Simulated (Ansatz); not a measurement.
Planning a GW calculation on MgO (Periclase).

The database entry behind the starting cell differs from later determinations by our own check (about 0.1 % long), so it need not match the best structure at ambient conditions.

```cif
data_structure
_symmetry_space_group_name_H-M 'P 1'
_symmetry_Int_Tables_number 1
_cell_length_a 2.9819
_cell_length_b 2.9819
_cell_length_c 2.9819
_cell_angle_alpha 60.000
_cell_angle_beta 60.000
_cell_angle_gamma 60.000
_cell_volume 18.75
loop_
_atom_site_label
_atom_site_type_symbol
_atom_site_fract_x
_atom_site_fract_y
_atom_site_fract_z
_atom_site_occupancy
Mg1 Mg 0.00000 0.00000 0.00000 1
O2 O 0.50000 0.50000 0.50000 1
```

The cell and positions come from the Crystallography Open Database and are kept as given unless a step says otherwise. PAW set soft_2, made with PBE.

Runs so far (Ansatz 0.2.0, start PBE, default PAW files, 6×6×6 mesh). Times are wall times on 1 × NVIDIA H100 80GB HBM3 (shared by 6 runs) with 3 threads of AMD EPYC 7R13 (Zen 3), shared host, good to a factor of about two.

| bands summed | cutoff (eV) | gap on the mesh (eV) | time |
| --- | --- | --- | --- |
| 27 | 60 | 6.801 | 9.2 s |
| 63 | 120 | 7.016 | 8.6 s |

Q: What should the next rung give, with 128 bands and screening to 200 eV, and where is the limit?

The error falls about as one over the bands when the cutoff rises with them. A line through the two highest rungs given predicts 7.098 eV; the run gave 7.215 eV, a miss of 0.117 eV, so the law fails here: the steps don't follow it yet. The two highest rungs put the limit near 7.408 eV, the pair below near 7.177 eV; neither can be trusted until a further rung is run.

Gaps are over the mesh's points; an edge off the mesh would be missed. Limits: not at the basis limit.

[Paths, hosts, dates, memory and timing lines, banners, echoed tables and standing remarks are left out of the program output.]

[Logs are printed without paths, hosts, clocks, repeated set-up lines and the standing remarks that a program may print on its own settings, such as how far it seeks lower states.]

[Runs of the session that timed out or met a known fault of the program may be left out.]

[Cells called generated may have been cut or substituted from an entry of the Crystallography Open Database or the Materials Project.]

[Hosts, paths, dates, database ids (printed as entryN), source tags and the programs' standing remarks are cut or masked in the printed files.]
